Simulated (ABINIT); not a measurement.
# Quasiparticle gap of KCl (Sylvite) in ABINIT, part 3 of 3

How does a plane-wave GW calculation on KCl (Sylvite) run from the first input to the gap?

ABINIT 10.8.3; PBE and many-body steps on it, plane waves. Known limits of the many-body steps: not at the basis limit.

So far. Step 4 (Empty states on the mesh, 4×4×4 mesh, 157 bands): On this mesh the gap is 5.190 eV. Step 5 (Screening, 4×4×4 mesh, 149 bands, screening to 163.3 eV): Local fields lower ε∞ by 16 %.

## Step 6: Self-energy, 4×4×4 mesh, 149 bands, screening to 163.3 eV

The self-energy is evaluated for the states that the input lists, and the levels follow from it, in one-shot runs by the linearised quasiparticle equation.

This step: G0W0 on PBE, plane waves, norm-conserving pseudopotentials.

Contents of run.abi:

```
acell 3*1.0 Angstrom
rprim 
  -0.000000000000 3.146470000000 3.146470000000
  3.146470000000 0.000000000000 3.146470000000
  3.146470000000 3.146470000000 -0.000000000000
ntypat 2
znucl 19 17
natom 2
typat 1 2
xred 
  0.000000000000 0.000000000000 0.000000000000
  0.500000000000 0.500000000000 0.500000000000
pp_dirpath "pseudos"
pseudos "K.upf, Cl.upf"
ecut 33
ngkpt 4 4 4
nshiftk 1
shiftk 0 0 0
kptopt 1
chksymbreak 0
istwfk *1
occopt 1
irdwfk 1
optdriver 4
nband 149
gwcalctyp 0
ecutsigx 33
symsigma 1
nkptgw 1
kptgw 
  0.0000000000 0.0000000000 0.0000000000
bdgw 
  6 12
ecuteps 6
irdscr 1
ppmodel 1
indata_prefix "in"
outdata_prefix "out"
tmpdata_prefix "tmp"
```

Run with:

```
> OMP_NUM_THREADS=1 mpirun -n 4 abinit run.abi > log
```

Numbers of over 12 decimals in the logs are rounded to 6 here.

The log of the run:

```text
.Version 10.8.3 of ABINIT. v10.8.2 released Aug 2026.

 Symmetries : space group Fm -3 m (#225); Bravais cF (face-center cubic)
[... echo of the input left out ...]
== DATASET  1 ==================================================================
-   mpi_nproc: 4, omp_nthreads: 1 (-1 if OMP is not activated)

--- !DatasetInfo
iteration_state: {dtset: 1, }
dimensions: {natom: 2, nkpt: 8, mband: 149, nsppol: 1, nspinor: 1, nspden: 1, mpw: 3839, }
cutoff_energies: {ecut:  33.0, pawecutdg:  -1.0, }
electrons: {nelect:   1.60000000E+01, charge:   0.00000000E+00, occopt:   1.00000000E+00, tsmear:   1.00000000E-02, }

 SIGMA: Calculation of the GW corrections

 Based on a program developped by R.W. Godby, V. Olevano, G. Onida, and L. Reining.
 Incorporated in ABINIT by V. Olevano, G.-M. Rignanese, and M. Torrent.
.Using double precision arithmetic ; gwpc =  8

[... cell and pseudopotentials left out ...]
--------------------------------------------------------------------------------

 ==== K-mesh for the wavefunctions ====
 Number of points in the irreducible wedge :     8
[... list of points left out ...]
 Together with 48 symmetry operations and time-reversal symmetry
 yields    64 points in the full Brillouin Zone.

 ==== Q-mesh for screening function ====
 Number of points in the irreducible wedge :     8
[... list of points left out ...]
 Together with 48 symmetry operations and time-reversal symmetry
 yields    64 points in the full Brillouin Zone.

 vcoul_init : cutoff-mode = AUXILIARY_FUNCTION
 q-points for optical limit:   1
     1)      0.000010    0.000020    0.000030
 setmesh: FFT mesh size selected  =    45x   45x   45
          total number of points  =        91125

 Number of electrons calculated from density =   16.0000; Expected =   16.0000
 average of density, n =  0.038056
 r_s =    1.8443
 omega_plasma =   18.8177 [eV]

 === KS Band Gaps ===
  >>>> For spin  1
   Minimum direct gap =   5.1895 [eV], located at k-point      :   0.0000  0.0000  0.0000
   Fundamental gap    =   5.1895 [eV], Top of valence bands at :   0.0000  0.0000  0.0000
                                       Bottom of conduction at :   0.0000  0.0000  0.0000
 SIGMA fundamental parameters:
 PLASMON POLE MODEL  1
 number of plane-waves for SigmaX                 3839
 number of plane-waves for SigmaC and W            283
 number of plane-waves for wavefunctions          3839
 number of bands                                   149
 number of independent spin polarizations            1
 number of spinorial components                      1
 number of k-points in IBZ                           8
 number of q-points in IBZ                           8
 number of symmetry operations                      48
 number of k-points in BZ                           64
 number of q-points in BZ                           64
 number of frequencies for dSigma/dE                 9
 frequency step for dSigma/dE [eV]                0.25
 number of omega for Sigma on real axis              0
 max omega for Sigma on real axis  [eV]           0.00
 zcut for avoiding poles [eV]                     0.10

 EPSILON^-1 parameters (SCR file):
 dimension of the eps^-1 matrix on file            283
 dimension of the eps^-1 matrix used               283
 number of plane-waves for wavefunctions          3839
 number of bands                                   149
 number of q-points in IBZ                           8
 number of frequencies                               2
 number of real frequencies                          1
 number of imag frequencies                          1

 matrix elements of self-energy operator (all in [eV])

 Perturbative Calculation

--- !SelfEnergy_ee
iteration_state: {dtset: 1, }
kpoint     : [   0.000,    0.000,    0.000, ]
spin       : 1
KS_gap     :    5.190
QP_gap     :    8.064
Delta_QP_KS:    2.874
data: !SigmaeeData |
     Band     E0 <VxcDFT>   SigX SigC(E0)      Z dSigC/dE  Sig(E)    E-E0       E
        6  -0.231 -14.148 -18.664   1.864   0.808  -0.237 -16.292  -2.145  -2.376
        7  -0.231 -14.148 -18.664   1.864   0.808  -0.237 -16.292  -2.145  -2.376
        8  -0.231 -14.148 -18.664   1.864   0.808  -0.237 -16.292  -2.145  -2.376
        9   4.958  -6.955  -3.245  -2.874   0.873  -0.145  -6.225   0.729   5.687
       10   8.135  -8.956  -4.051  -2.981   0.868  -0.152  -7.286   1.670   9.805
       11   8.135  -8.956  -4.051  -2.981   0.868  -0.152  -7.286   1.670   9.805
       12   8.135  -8.956  -4.051  -2.981   0.868  -0.152  -7.286   1.670   9.805

== END DATASET(S) ==============================================================
================================================================================

 -outvars: echo values of variables after computation  --------
           etotal      0.0000000000E+00
            nband         149
             nkpt           8
          spgroup         225
 [... the other variables as echoed above ...]

 Calculation completed.
```

Wall time 11 s (4 MPI ranks of Arm Neoverse V1, shared host); peak memory 1.1 GiB.

Numbers from this step:

```yaml
g0w0_gap_on_the_points_computed: 8.063 eV
starting_gap_on_the_mesh: 5.190 eV
k_of_the_valence_top: 0, 0, 0
k_of_the_conduction_bottom: 0, 0, 0
z_at_the_valence_top: 0.808
z_at_the_conduction_bottom: 0.873
least_direct_g0w0_gap_on_the_computed_points: 8.063 eV
```

The gap on the mesh goes from 5.19 eV to 8.06 eV, a correction of +2.87 eV.

Limits: finite bands, cutoff and mesh. v1 is the top filled band, c1 the lowest empty one. Levels before and after the correction, in eV, zero at the valence-band top of each column:

|  | conduction bottom | valence top |
| --- | --- | --- |
| Kohn-Sham | 5.19 | 0.00 |
| G0W0 | 8.06 | 0.00 |

|  | level | energy (eV) |
| --- | --- | --- |
| Kohn-Sham | Γ v3-v1 | 0.000 |
| Kohn-Sham | Γ c1 | 5.190 |
| Kohn-Sham | Γ c2-c4 | 8.367 |
| G0W0 | Γ v3-v1 | 0.000 |
| G0W0 | Γ c1 | 8.063 |
| G0W0 | Γ c2-c4 | 12.181 |

## Step 7: Where the time went

Times are wall times on 4 MPI ranks of Arm Neoverse V1, shared host, good to a factor of about two.

| step | time | share | memory (GiB) |
| --- | --- | --- | --- |
| ground state | 11 s | 6 % | 0.32 |
| bands along the symmetry lines | 21 s | 13 % | 0.3 |
| empty states on the mesh | 89 s | 53 % | 3.4 |
| screening | 36 s | 21 % | 1.2 |
| self-energy | 11 s | 7 % | 1.1 |

## Step 8: Results

* PBE gap: 5.19 eV, direct
* G0W0 gap on the mesh: 8.06 eV
* GW settings: 4×4×4 mesh, 149 bands, screening to 163.3 eV, Godby-Needs plasmon pole
* known limits: not at the basis limit

**Reading.** G0W0 moves the gap on the mesh from 5.19 eV to 8.06 eV (+2.87 eV), with Z of 0.81 and 0.87 at the edges. Local fields lower the RPA ε∞ on this mesh from 2.58 to 2.18. Only 1 of the mesh's irreducible points was corrected, so a valley elsewhere could overtake. The dearest step here is «empty states on the mesh». Bands and cutoff are finite, so the gap is not at the basis limit. The miss can reach some tenths of an eV and take either sign; the mesh is an error of its own. In the G0W0 run levels were corrected at 1 k point alone, so a gap called «on the mesh» is the least over those, and an edge elsewhere would be missed.

[Paths, hosts, dates, memory and timing lines, banners, echoed tables and standing remarks are left out of the program output.]

[Logs are printed without paths, hosts, clocks, repeated set-up lines and the standing remarks that a program may print on its own settings, such as how far it seeks lower states.]

[Runs of the session that timed out or met a known fault of the program may be left out.]

[Hosts, paths, dates, database ids (printed as entryN), source tags and the programs' standing remarks are cut or masked in the printed files.]

[G0W0 gaps are taken among the corrected bands and points alone; a level outside them can change the order at an edge.]

[Where Ansatz stands beside ABINIT at settings called matched, ABINIT's density can come from a denser mesh and the files from another edition; pairs whose starting gaps differed by over 0.03 eV were left out, so agreement reads better than it is.]
